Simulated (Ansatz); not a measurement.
# H on Ni(100): change of the work function

Wanted: Δφ(θ) for H/Ni(100), starting from the hollow site.

Program: Ansatz 0.2.0. Level of theory: plane-wave DFT, PBE, Ansatz PAW. Values are calculated unless marked as measured.

### Step 1. Starting point

The cell holds 4 atoms: 4 Ni. Cell: a = 2.489 Å, b = 2.489 Å, c = 23.280 Å, α = 90.0°, β = 90.0°, γ = 90.0°. Vacuum lies along c.

### Step 2. The clean slab

The bare slab comes first, as the zero from which every change is counted. The two lowest layers are held at bulk places and the upper ones relax. The dipole correction removes the false field that a one-sided slab makes across the periodic vacuum, so each face gets a flat vacuum level of its own.

File input.yaml:

```yaml
crystal:
  lattice:
    - [2.4890158698, 0.0, 0.0]
    - [0.0, 2.4890158698, 0.0]
    - [0.0, 0.0, 23.28]
  atoms:
    - { symbol: Ni, position: [0.5, 0.5, 0.3865979381], spin: 0.7 }
    - { symbol: Ni, position: [0.0, 0.0, 0.4621993127], spin: 0.7 }
    - { symbol: Ni, position: [0.5, 0.5, 0.5378006873], spin: 0.7 }
    - { symbol: Ni, position: [0.0, 0.0, 0.6134020619], spin: 0.7 }
magnetization:
  spin_polarized: true
kpoints:
  mp_grid: { grid: [12, 12, 1] }
hamiltonian:
  xc: pbe
scf:
  occupations: { method: fermi_dirac, width: 0.1 }
  convergence: { dr2_threshold: 1.0e-08 }
efield:
  axis: 3
  dipole_correction: true
  ramp_position: 0.97
  ramp_width: 0.06
relax:
  f_tol: 0.02
  max_steps: 60
  constraints: [{ sites: [0, 1] }]
output:
  write_potential: true
  write_density: true
  volumetric_format: npy
```

Started as:

```sh
$ ansatz run input.yaml --threads 4 --pin off --max-ram 16384MiB --backend cpu --events-out ev --progress --plain --runs-dir out
```

Output:

```text
Engine: ansatz 0.2.0, aarch64-unknown-linux-gnu
Pseudopotentials: kind: paw
Pseudopotential: Ni, paw, valence charge 18, recommended cutoff 420 eV (normal), Ni.paw.azcp
Functional definition: PBE
  parameter kappa = 0.804
  parameter beta = 0.066725
  exchange = pbe_x(kappa = kappa, mu = beta*pi^2/3)
  correlation = pbe_c(beta = beta)
Crystal: 4 atoms, lattice volume = 144.224 Å³
Basis set: ecut = 420 eV, 2797 PW (Γ), exchange–correlation on 36×36×320 points (8 copies of the dense FFT grid, shifted against one another)
Bands: 45, of which v1, the nominal top of the filled ones, is band 36 counted from 1 (35 counted from 0)
Symmetry: 8 space group operations
k-points: 28 of 144
Non-local potential: Ni, projectors of the file, l = 0: 3, l = 1: 2, l = 2: 3, l = 3: 1
PAW form: soft (Blöchl's): semilocal exchange-correlation on the pseudo side does not see the compensation charge
PAW one-centre angular grid: Ni, 590 points (default); XC on 64 Gauss nodes
Initial density: superposition of atomic densities (neutral atoms: chi_scale 0, normalization atom)
Starting moments: Σ|m| = 2.8 μB on 4 of 4 sites
Initial wavefunctions: pseudopotential atomic-orbital guess
Functional: x = pbe(κ = 0.804, μ = 0.219515), c = pbe(β = 0.066725)
SCF iter   1: F=—  HF=-23353.273584 eV  |F-HF|=—  |Δ(HF+E_count)|=         —  Δρ=2.27e-2 (↑1.48e-2 ↓2.27e-2)  dr2=3.71e0  dr2_m=2.44e-1  M=2.982 μB ∫|m|=3.119 μB  β_m=1.00  ethr=3.10e-3  p=-0.000 e·Å  D=-6.64e-14 V/Å  ΔV_dip=0.00 eV  dr2_dipole=1.59e-8  V_vac-E_F(+/−)=7.12/7.12 eV  ⟨swp⟩=12.1  Hψ=13190  notcnv=0  defer=20
Mixer restart at iter 1: flushing history
efield: sawtooth ramp at fractional position 0.9700 (set: `efield.ramp_position`, or a place that a band, a saddle search or an elastic batch's reference lends), width 0.0600; the density the first Hamiltonian is built on has a dipole p = -0.000 e·Å; the dipole correction subtracts the counter field D = -6.64e-14 V/Å, which shifts the + side's vacuum level by +0.00 eV against the − side's; the planar-averaged density in the ramp window peaks in size at 2.1e-5 e/Å³
preconditioner: auto → LDOS  [metal: Δε(μ)=0.011 eV  Ē_g=6.947 eV  σ=0.100 eV  W_gap=0.03  n_scr=18 (ndim 8)  ℏωp=19.6 eV  f_vac=0.627  D(μ)=8.52/eV (n_scr^D=84)]
spin=Collinear: LDOS preconditioning applied to the charge; magnetization (m = ρ↑ − ρ↓) channel mixes plain (no charge-response kernel on spin).
SCF iter   2: F=—  HF=-23353.965802 eV  |F-HF|=—  |Δ(HF+E_count)|=   6.92e-1  Δρ=1.21e-2 (↑1.21e-2 ↓9.33e-3)  dr2=7.32e-1  dr2_m=5.55e-3  M=2.942 μB ∫|m|=3.205 μB  β_m=0.33  ethr=3.10e-3  p=-0.000 e·Å  D=-5.03e-4 V/Å  ΔV_dip=0.01 eV  dr2_dipole=3.44e-4  V_vac-E_F(+/−)=6.25/6.24 eV  ⟨swp⟩=2.6  Hψ=4391  notcnv=0  defer=71
density mixer auto → msr1: a metal under ldos (density of states about μ 3.98 of a free-electron gas's, 18 screened modes)
SCF iter   3: F=—  HF=-23355.551918 eV  |F-HF|=—  |Δ(HF+E_count)|=    1.59e0  Δρ=4.88e-3 (↑4.88e-3 ↓4.71e-3)  dr2=1.34e-1  dr2_m=2.77e-3  M=2.939 μB ∫|m|=3.247 μB  β_m=0.46  ethr=1.02e-3  p=0.000 e·Å  D=3.79e-5 V/Å  ΔV_dip=-0.00 eV  dr2_dipole=3.40e-4  V_vac-E_F(+/−)=5.73/5.73 eV  ⟨swp⟩=3.0  Hψ=4152  notcnv=0  defer=71
SCF iter   4: F=—  HF=-23356.854318 eV  |F-HF|=—  |Δ(HF+E_count)|=         —  Δρ=5.23e-3 (↑4.55e-3 ↓5.23e-3)  dr2=8.94e-2  dr2_m=2.31e-3  M=2.908 μB ∫|m|=3.268 μB  β_m=0.46  ethr=1.86e-4  p=0.000 e·Å  D=3.25e-4 V/Å  ΔV_dip=-0.01 eV  dr2_dipole=2.72e-4  V_vac-E_F(+/−)=5.25/5.26 eV  ⟨swp⟩=3.1  Hψ=4802  notcnv=0  defer=73
SCF iter   5: F=—  HF=-23357.159715 eV  |F-HF|=—  |Δ(HF+E_count)|=   3.05e-1  Δρ=4.07e-3 (↑1.37e-3 ↓4.07e-3)  dr2=2.79e-2  dr2_m=4.11e-3  M=2.834 μB ∫|m|=3.203 μB  β_m=0.73  ethr=1.24e-4  p=0.000 e·Å  D=4.54e-4 V/Å  ΔV_dip=-0.01 eV  dr2_dipole=8.32e-6  V_vac-E_F(+/−)=5.09/5.10 eV  ⟨swp⟩=2.2  Hψ=4058  notcnv=0  defer=82
SCF iter   6: F=—  HF=-23357.242206 eV  |F-HF|=—  |Δ(HF+E_count)|=   8.25e-2  Δρ=3.24e-3 (↑1.11e-3 ↓3.24e-3)  dr2=1.63e-2  dr2_m=1.92e-3  M=2.757 μB ∫|m|=3.129 μB  β_m=0.87  ethr=3.88e-5  p=0.000 e·Å  D=5.28e-6 V/Å  ΔV_dip=-0.00 eV  dr2_dipole=5.76e-6  V_vac-E_F(+/−)=4.96/4.96 eV  ⟨swp⟩=2.1  Hψ=4145  notcnv=0  defer=90
SCF iter   7: F=—  HF=-23357.242451 eV  |F-HF|=—  |Δ(HF+E_count)|=   2.45e-4  Δρ=1.82e-3 (↑1.56e-3 ↓1.82e-3)  dr2=9.87e-3  dr2_m=8.37e-5  M=2.755 μB ∫|m|=3.127 μB  β_m=0.66  ethr=2.26e-5  p=0.000 e·Å  D=3.27e-4 V/Å  ΔV_dip=-0.01 eV  dr2_dipole=7.54e-5  V_vac-E_F(+/−)=4.88/4.89 eV  ⟨swp⟩=2.4  Hψ=4725  notcnv=0  defer=98
SCF iter   8: F=—  HF=-23357.240247 eV  |F-HF|=—  |Δ(HF+E_count)|=   2.20e-3  Δρ=2.55e-4 (↑1.49e-4 ↓2.55e-4)  dr2=1.70e-4  dr2_m=2.56e-5  M=2.755 μB ∫|m|=3.126 μB  β_m=0.74  ethr=1.37e-5  p=-0.000 e·Å  D=-1.23e-5 V/Å  ΔV_dip=0.00 eV  dr2_dipole=2.02e-6  V_vac-E_F(+/−)=4.91/4.91 eV  ⟨swp⟩=2.0  Hψ=3863  notcnv=0  defer=95
SCF iter   9: F=—  HF=-23357.240285 eV  |F-HF|=—  |Δ(HF+E_count)|=   3.76e-5  Δρ=2.28e-4 (↑1.75e-4 ↓2.28e-4)  dr2=8.95e-5  dr2_m=2.42e-5  M=2.752 μB ∫|m|=3.123 μB  β_m=0.72  ethr=2.35e-7  p=0.000 e·Å  D=1.30e-4 V/Å  ΔV_dip=-0.00 eV  dr2_dipole=5.69e-6  V_vac-E_F(+/−)=4.89/4.89 eV  ⟨swp⟩=3.1  Hψ=5271  notcnv=0  defer=95
SCF iter  10: F=—  HF=-23357.240274 eV  |F-HF|=—  |Δ(HF+E_count)|=   1.09e-5  Δρ=1.36e-4 (↑1.03e-4 ↓1.36e-4)  dr2=4.25e-5  dr2_m=4.06e-6  M=2.751 μB ∫|m|=3.123 μB  β_m=0.67  ethr=1.24e-7  p=-0.000 e·Å  D=-5.54e-5 V/Å  ΔV_dip=0.00 eV  dr2_dipole=1.87e-7  V_vac-E_F(+/−)=4.88/4.88 eV  ⟨swp⟩=2.4  Hψ=4528  notcnv=0  defer=95
SCF iter  11: F=—  HF=-23357.240265 eV  |F-HF|=—  |Δ(HF+E_count)|=   9.06e-6  Δρ=4.36e-5 (↑3.22e-5 ↓4.36e-5)  dr2=6.02e-6  dr2_m=2.16e-7  M=2.751 μB ∫|m|=3.123 μB  β_m=0.74  ethr=5.90e-8  p=-0.000 e·Å  D=-1.22e-5 V/Å  ΔV_dip=0.00 eV  dr2_dipole=2.13e-7  V_vac-E_F(+/−)=4.88/4.88 eV  ⟨swp⟩=2.1  Hψ=3389  notcnv=0  defer=95
SCF iter  12: F=—  HF=-23357.240265 eV  |F-HF|=—  |Δ(HF+E_count)|=   8.11e-7  Δρ=7.83e-6 (↑5.13e-6 ↓7.83e-6)  dr2=2.13e-7  dr2_m=3.28e-8  M=2.751 μB ∫|m|=3.123 μB  β_m=0.71  ethr=8.36e-9  p=-0.000 e·Å  D=-6.07e-7 V/Å  ΔV_dip=0.00 eV  dr2_dipole=4.93e-9  V_vac-E_F(+/−)=4.88/4.88 eV  ⟨swp⟩=2.5  Hψ=4576  notcnv=0  defer=95
SCF iter  13: F=—  HF=-23357.240266 eV  |F-HF|=—  |Δ(HF+E_count)|=   2.53e-7  Δρ=4.72e-6 (↑3.25e-6 ↓4.72e-6)  dr2=1.06e-8  dr2_m=1.72e-8  M=2.751 μB ∫|m|=3.123 μB  β_m=0.85  ethr=2.96e-10  p=-0.000 e·Å  D=-1.92e-7 V/Å  ΔV_dip=0.00 eV  dr2_dipole=6.69e-11  V_vac-E_F(+/−)=4.88/4.88 eV  ⟨swp⟩=2.6  Hψ=4081  notcnv=0  defer=95
[...]
spin=Collinear: LDOS preconditioning applied to the charge; magnetization (m = ρ↑ − ρ↓) channel mixes plain (no charge-response kernel on spin).
SCF iter   2: F=—  HF=-23357.251606 eV  |F-HF|=—  |Δ(HF+E_count)|=   2.08e-3  Δρ=4.93e-4 (↑4.93e-4 ↓4.31e-4)  dr2=2.42e-3  dr2_m=1.26e-5  M=2.753 μB ∫|m|=3.125 μB  β_m=0.33  ethr=1.74e-5  p=0.001 e·Å  D=8.92e-4 V/Å  ΔV_dip=-0.02 eV  dr2_dipole=6.01e-4  V_vac-E_F(+/−)=4.85/4.87 eV  ⟨swp⟩=2.0  Hψ=4020  notcnv=0  defer=97
density mixer auto → msr1: a metal under ldos (density of states about μ 3.61 of a free-electron gas's, 18 screened modes)
SCF iter   3: F=—  HF=-23357.251435 eV  |F-HF|=—  |Δ(HF+E_count)|=   1.70e-4  Δρ=4.88e-4 (↑4.88e-4 ↓2.49e-4)  dr2=7.45e-4  dr2_m=9.23e-5  M=2.753 μB ∫|m|=3.125 μB  β_m=0.45  ethr=3.36e-6  p=0.001 e·Å  D=1.05e-3 V/Å  ΔV_dip=-0.02 eV  dr2_dipole=1.32e-4  V_vac-E_F(+/−)=4.85/4.87 eV  ⟨swp⟩=1.7  Hψ=2899  notcnv=0  defer=97
SCF iter   4: F=—  HF=-23357.251505 eV  |F-HF|=—  |Δ(HF+E_count)|=   7.03e-5  Δρ=2.40e-4 (↑2.32e-4 ↓2.40e-4)  dr2=9.17e-5  dr2_m=6.34e-5  M=2.751 μB ∫|m|=3.123 μB  β_m=0.53  ethr=1.03e-6  p=0.000 e·Å  D=5.67e-4 V/Å  ΔV_dip=-0.01 eV  dr2_dipole=1.16e-5  V_vac-E_F(+/−)=4.86/4.88 eV  ⟨swp⟩=1.7  Hψ=3009  notcnv=0  defer=97
SCF iter   5: F=—  HF=-23357.251553 eV  |F-HF|=—  |Δ(HF+E_count)|=   4.73e-5  Δρ=1.13e-4 (↑1.13e-4 ↓1.13e-4)  dr2=1.01e-5  dr2_m=1.59e-5  M=2.750 μB ∫|m|=3.121 μB  β_m=0.77  ethr=1.27e-7  p=0.000 e·Å  D=2.75e-4 V/Å  ΔV_dip=-0.01 eV  dr2_dipole=3.83e-6  V_vac-E_F(+/−)=4.88/4.88 eV  ⟨swp⟩=2.0  Hψ=4028  notcnv=0  defer=97
SCF iter   6: F=—  HF=-23357.251569 eV  |F-HF|=—  |Δ(HF+E_count)|=   1.68e-5  Δρ=7.85e-5 (↑5.67e-5 ↓7.85e-5)  dr2=3.06e-5  dr2_m=6.48e-7  M=2.749 μB ∫|m|=3.121 μB  β_m=0.66  ethr=1.40e-8  p=0.000 e·Å  D=1.79e-5 V/Å  ΔV_dip=-0.00 eV  dr2_dipole=5.26e-6  V_vac-E_F(+/−)=4.88/4.88 eV  ⟨swp⟩=2.9  Hψ=5168  notcnv=0  defer=97
SCF iter   7: F=—  HF=-23357.251567 eV  |F-HF|=—  |Δ(HF+E_count)|=   2.72e-6  Δρ=2.43e-5 (↑2.43e-5 ↓2.06e-5)  dr2=3.46e-6  dr2_m=1.90e-7  M=2.749 μB ∫|m|=3.120 μB  β_m=0.58  ethr=1.40e-8  p=0.000 e·Å  D=3.63e-5 V/Å  ΔV_dip=-0.00 eV  dr2_dipole=8.58e-7  V_vac-E_F(+/−)=4.88/4.88 eV  ⟨swp⟩=2.1  Hψ=4407  notcnv=0  defer=97
SCF iter   8: F=—  HF=-23357.251567 eV  |F-HF|=—  |Δ(HF+E_count)|=   1.71e-7  Δρ=1.64e-5 (↑7.45e-6 ↓1.64e-5)  dr2=4.31e-7  dr2_m=7.83e-8  M=2.749 μB ∫|m|=3.120 μB  β_m=0.56  ethr=4.80e-9  p=0.000 e·Å  D=4.07e-5 V/Å  ΔV_dip=-0.00 eV  dr2_dipole=1.86e-8  V_vac-E_F(+/−)=4.88/4.88 eV  ⟨swp⟩=2.3  Hψ=3810  notcnv=0  defer=97
SCF iter   9: F=—  HF=-23357.251567 eV  |F-HF|=—  |Δ(HF+E_count)|=   2.09e-7  Δρ=6.24e-6 (↑6.24e-6 ↓6.00e-6)  dr2=8.28e-8  dr2_m=2.06e-8  M=2.748 μB ∫|m|=3.120 μB  β_m=0.54  ethr=5.99e-10  p=0.000 e·Å  D=3.78e-5 V/Å  ΔV_dip=-0.00 eV  dr2_dipole=2.72e-9  V_vac-E_F(+/−)=4.88/4.88 eV  ⟨swp⟩=2.8  Hψ=4699  notcnv=0  defer=97
SCF iter  10: F=—  HF=-23357.251567 eV  |F-HF|=—  |Δ(HF+E_count)|=   6.34e-9  Δρ=4.09e-6 (↑1.47e-6 ↓4.09e-6)  dr2=1.12e-8  dr2_m=8.04e-9  M=2.748 μB ∫|m|=3.120 μB  β_m=0.58  ethr=1.15e-10  p=0.000 e·Å  D=4.37e-5 V/Å  ΔV_dip=-0.00 eV  dr2_dipole=1.51e-10  V_vac-E_F(+/−)=4.88/4.88 eV  ⟨swp⟩=2.6  Hψ=4378  notcnv=0  defer=97
SCF iter  11: F=—  HF=-23357.251567 eV  |F-HF|=—  |Δ(HF+E_count)|=   2.99e-8  Δρ=1.39e-6 (↑1.36e-6 ↓1.39e-6)  dr2=4.68e-9  dr2_m=1.47e-9  M=2.748 μB ∫|m|=3.120 μB  β_m=0.55  ethr=1.56e-11  p=0.000 e·Å  D=4.29e-5 V/Å  ΔV_dip=-0.00 eV  dr2_dipole=9.23e-10  V_vac-E_F(+/−)=4.88/4.88 eV  ⟨swp⟩=2.4  Hψ=4299  notcnv=0  defer=97
SCF iter  12: F=-23357.251567 eV  HF=-23357.251567 eV  |F-HF|=5.46e-10  |Δ(HF+E_count)|=  4.22e-10  Δρ=7.51e-7 (↑2.52e-7 ↓7.51e-7)  dr2=3.17e-9  dr2_m=1.71e-10  M=2.748 μB ∫|m|=3.120 μB  ethr=6.50e-12  p=0.000 e·Å  D=4.46e-5 V/Å  ΔV_dip=-0.00 eV  dr2_dipole=5.60e-10  V_vac-E_F(+/−)=4.88/4.88 eV  ⟨swp⟩=6.8  Hψ=16903  notcnv=0
SCF 3 converged in 12 iterations: F = -23357.251567 eV  dr2 = 3.17e-9
  greatest PAW one-centre occupation: 1.001 electrons in one spin orbital (limit 2), on the Ni atom at site 3 (counted from 0), in its partial waves of l = 1
relax step   3: F+E_penalty+E_count = -23357.25156682 eV  Δ(F+E_penalty+E_count) = -4.782e-3 eV  max|allowed force component| = 1.641e-2 eV/Å  Δτ_max = 0.0268 Å  (12 SCF iters, accepted)
NSCF: frozen V_eff on 28 k-points
the band table was solved once a step of the walk had ended and its energy, with any forces and stress, was formed, with the checks that follow a solve (14613 applications of the Hamiltonian). They found nothing against the state; the energy, forces and stress were not computed again (output.eigenvalues in the input reference)
WARN: The output density's exchange-correlation potential varies sharply where the density is thin. Do not read a vacuum level from v_tot or v_xc, or from such a field of the output density. On a cell that repeats whose density bears no net charge and no dipole along the vacuum's axis use v_es (v_loc + v_h of the components); under efield.dipole_correction with no amplitude use v_es + v_field, which holds any externa [...]
SCF converged after 12 iterations
Magnetization: 2.7484 μB (37.3742 up, 34.6258 down)
Absolute magnetization: 3.1226 μB (∫|ρ↑−ρ↓|, with the PAW one-centre terms)
Spin contamination: 0.0390 ħ² per cell (⟨S²⟩ above its minimum at these occupations)
Per-site moments (μB) at R_I (Å): [(0.762882, 1.026719), (0.693008, 1.026719), (0.696430, 1.007501), (0.757957, 1.007501)]
Free energy (F): -23357.251567 eV
Harris-Foulkes:  -23357.251567 eV  (|F-HF|=5.46e-10)
Internal energy: -23357.011351 eV  (E = F + TS)
E sigma→0 (E₀):  -23357.131459 eV
Entropy (-TS):   -0.240216 eV (-60.054 meV/atom)
Fermi energy:    2.140071 eV
Dipole field:    D = 0.000007 V/Å  (p = 0.000006 e·Å, saw-weighted, corrected)
Work function:   Φ+ = 4.8828 eV   Φ− = 4.8830 eV
Levels:          The Fermi level and band energies are counted from a zero that moves with the ramp; work functions are not
--- Per-component energies (eV) ---
  E_band       = -2276.906321
  E_kinetic    = 1125.839521
  E_local      = -160320.726058  (includes V_loc(G=0)·N_el)
  E_nonlocal   = 2550.732742
  E_hartree    = 78456.156364
  E_xc         = -335.347096
  E_vxc        = -432.080370  (∫ρ·V_xc dr)
  E_paw        = -6525.524441  (= ΣΔE_a)
  E_vpaw       = -2112.983663  (= ΣTr[D̂ρ^β])
  E_aug_tail   = 0.002110  (compensation charges beyond the density's cutoff)
  E_efield     = 0.000000  (sawtooth field / dipole correction)
  E_vefield    = 0.000003  (∫n·V_field dr)
  E_ewald      = 61691.855507
  E_smearing   = -0.240216  (= −TS)
  E_closure    = 0.000000  (closes the sum)
  Σ components = -23357.251567   (vs F -23357.251567, Δ=0.00e0)
--- Forces (eV/Å), atoms counted from 1 ---
  atom   1  Ni    -0.00000000     0.00000000     0.33191270
  atom   2  Ni    -0.00000000     0.00000000    -0.32933477
  atom   3  Ni    -0.00000000     0.00000000    -0.01641471
  atom   4  Ni     0.00000000     0.00000000     0.01384867
  max |Σ_I F_I| component: 1.19e-5 eV/Å
--- Band table (eV; the first three rows and the last of 56) ---
  k-point 0 ↑: bands = [... 32 lower, 1.1728, 1.2119, 1.2119, 1.4613, 1.5649, 1.5845, 1.5845, 2.2601, ... 5 higher]
  k-point 1 ↑: bands = [... 32 lower, 0.9720, 1.0134, 1.3137, 1.3535, 1.3948, 1.5289, 1.6083, 2.6289, ... 5 higher]
  k-point 2 ↑: bands = [... 32 lower, 0.8601, 0.8667, 1.2735, 1.3092, 1.4367, 1.5181, 1.6057, 3.3597, ... 5 higher]
  k-point 27 ↓: bands = [... 32 lower, 2.4956, 2.5557, 2.7827, 2.8183, 5.6265, 5.6265, 8.0826, 8.0826, ... 5 higher]
--- Relaxed structure (3 steps of the walk, 3 accepted, 0 SCFs on fresh bases) ---
  F+E_penalty+E_count = -23357.25156682 eV   max|allowed force component| = 1.641e-2 eV/Å
  atoms:
    - { symbol: Ni, position: [0.5, 0.5, 0.386598] }
    - { symbol: Ni, position: [0.0, 0.0, 0.4621993127] }
    - { symbol: Ni, position: [0.5, 0.5, 0.538752] }
    - { symbol: Ni, position: [0, 0.0, 0.611496] }
```

It took 50 s on 4 threads of Arm Neoverse V1, shared host; peak memory 0.6 GiB; 3.1 min of CPU time.

Step by step:

| step | energy less that of the first step (eV) | largest force component (eV/Å) |
| --- | --- | --- |
| 1 | 0.0000 | 0.3940 |
| 2 | -0.0065 | 0.2673 |
| 3 | -0.0113 | 0.0164 |

Forces are held to the 8 operations that the program found; a distortion that breaks them can't arise in this run.

The atoms that moved most (Å):

```csv
atom,dx,dy,dz,length
Ni4,0.000,0.000,-0.044,0.044
Ni3,0.000,0.000,0.022,0.022
```

This step gave:

```
energy at zero smearing   : -23357.1315 eV
total moment              : 2.748 μB
site moments              : 0.7629, 0.6930, 0.6964, 0.7580 μB
work function, upper face : 4.883 eV
dipole along the normal   : 5.64e-6 e·Å
```

Running mean over 1.76 Å of the planar mean; the ramp of the sawtooth is left out. The electron's electrostatic potential energy less the Fermi level by z:

z (Å), electron's electrostatic potential energy less the Fermi level (eV) and a bar from the least value:
```
      3.0        4.9 ##############################
      3.5        4.9 ##############################
      4.0        4.9 ##############################
      4.5        4.9 ##############################
      5.0        4.9 ##############################
      5.5        4.9 ##############################
      6.0        4.8 ##############################
      6.5        4.7 ##############################
      7.0        4.4 #############################
      7.5        2.9 ##########################
      8.0       -1.7 ##################
      8.5       -7.4 #######
      9.0       -9.9 ##
      9.5      -10.2 ##
     10.0      -10.3 #
     10.5      -10.3 #
     11.0      -10.3 #
     11.5      -10.1 ##
     12.0      -10.2 ##
     12.5      -10.4 #
     13.0      -10.9 
     13.5      -11.0 
     14.0      -10.5 #
     14.5       -9.1 ####
     15.0       -4.6 ############
     15.5        1.1 #######################
     16.0        4.0 ############################
     16.5        4.6 ##############################
     17.0        4.8 ##############################
     17.5        4.9 ##############################
     18.0        4.9 ##############################
     18.5        4.9 ##############################
     19.0        4.9 ##############################
     19.5        4.9 ##############################
     20.0        4.9 ##############################
```

Site moment by atom:

| atom | site moment (μB) |
| --- | --- |
| Ni1 | 0.763 |
| Ni2 | 0.693 |
| Ni3 | 0.696 |
| Ni4 | 0.758 |

The relaxation took 3 steps and lowered the energy by 0.011 eV; the largest force on the free atoms ends at 0.016 eV/Å.

The work function of the upper face is 4.88 eV.

[end of part 1 of 4]

[Long decimals in the printed logs are rounded to 6 places.]

[Logs are printed without paths, hosts, clocks, repeated set-up lines and the standing remarks that a program may print on its own settings, such as how far it seeks lower states.]

[Hosts, paths, dates, database ids (printed as entryN), source tags and the programs' standing remarks are cut or masked in the printed files.]

[Maps of the electrostatic potential energy from Ansatz leave out the sawtooth potential of an applied field or a dipole correction, so their vacuum need not be flat; planar profiles and work functions include it.]
